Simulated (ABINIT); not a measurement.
Planning a run of ABINIT 10.8.3 on GaAs (F-43m). The input:

```
acell 3*1.0 Angstrom
rprim 
  0.000000000000 2.826850000000 2.826850000000
  2.826850000000 0.000000000000 2.826850000000
  2.826850000000 2.826850000000 0.000000000000
ntypat 2
znucl 31 33
natom 2
typat 1 2
xred 
  0.000000000000 0.000000000000 0.000000000000
  0.250000000000 0.250000000000 0.250000000000
pp_dirpath "pseudos"
pseudos "Ga.upf, As.upf"
ecut 45
ngkpt 4 4 4
nshiftk 1
shiftk 0 0 0
kptopt 1
chksymbreak 0
istwfk *1
occopt 1
irdwfk 1
optdriver 99
bs_calctype 1
mbpt_sciss 0.632 eV
bs_loband 20
nband 26
bs_exchange_term 1
bs_coulomb_term 21
bs_coupling 0
bs_algorithm 2
bs_freq_mesh 0 7 0.05 eV
zcut 0.15 eV
ecuteps 4
ecutwfn 22.5
inclvkb 2
mdf_epsinf 140.57
irdden 1
bs_haydock_niter 300
bs_haydock_tol -0.02 0
indata_prefix "in"
outdata_prefix "out"
tmpdata_prefix "tmp"
```

```sh
OMP_NUM_THREADS=1 mpirun -n 4 abinit run.abi > log
```

**Question.** How long will it take on 4 MPI ranks of Arm Neoverse V1, shared host, and how much memory?

It took 21 s; on shared hardware allow 10 s to 41 s. Peak host memory was 0.41 GiB.

The kernel grows as the square of the matrix size, and full diagonalisation as its cube.

[Paths, hosts, dates, memory and timing lines, banners, echoed tables and standing remarks are left out of the program output.]

[Logs are printed without paths, hosts, clocks, repeated set-up lines and the standing remarks that a program may print on its own settings, such as how far it seeks lower states.]

[Runs of the session that timed out or met a known fault of the program may be left out.]

[Hosts, paths, dates, database ids (printed as entryN), source tags and the programs' standing remarks are cut or masked in the printed files.]

[G0W0 gaps are taken among the corrected bands and points alone; a level outside them can change the order at an edge.]

[Where Ansatz stands beside ABINIT at settings called matched, ABINIT's density can come from a denser mesh and the files from another edition; pairs whose starting gaps differed by over 0.03 eV were left out, so agreement reads better than it is.]
